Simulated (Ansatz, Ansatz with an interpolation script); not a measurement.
Rows from a G0W0 calculation on La2O3 (P-3m1) (Ansatz 0.2.0; G0W0 on LDA, plane waves, PAW; PAW set soft_1; 6×6×4 mesh, 375 empty bands, screening to 160 eV, PAW set soft_1 files), in eV. Spin-orbit coupling is left out.

| row | k | band | start | Σx | Σc at the solution | Vxc |
| --- | --- | --- | --- | --- | --- | --- |
| A | (0.000, -0.500, -0.500) | c2 | 13.745 | -13.675 | -6.689 | -22.952 |
| B | (0.333, 0.333, 0.000) | v1 | 9.160 | -25.605 | 4.046 | -21.105 |
| C | (0.000, -0.500, -0.500) | v1 | 9.251 | -25.084 | 4.123 | -20.512 |
| D | (0.333, 0.333, 0.000) | c1 | 12.986 | -9.140 | -4.694 | -15.121 |
| E | (0.333, 0.333, 0.000) | c2 | 13.895 | -14.539 | -7.431 | -24.807 |
| F | (0.000, -0.500, -0.500) | c1 | 13.555 | -13.753 | -6.720 | -23.049 |

Question: Give the quasiparticle energies and the shift of each level.

The quasiparticle equation reads E = start + Σx + Σc(E) − Vxc.

| row | E (eV) | shift (eV) |
| --- | --- | --- |
| A | 16.333 | +2.588 |
| B | 8.707 | −0.454 |
| C | 8.802 | −0.449 |
| D | 14.272 | +1.286 |
| E | 16.733 | +2.838 |
| F | 16.132 | +2.576 |

The gap over the computed points goes from 3.73 eV to 5.47 eV.

Limits: not at the basis limit; f levels unsure; no spin-orbit coupling.

[Runs of the session that timed out or met a known fault of the program may be left out.]

[Hosts, paths, dates, database ids (printed as entryN), source tags and the programs' standing remarks are cut or masked in the printed files.]
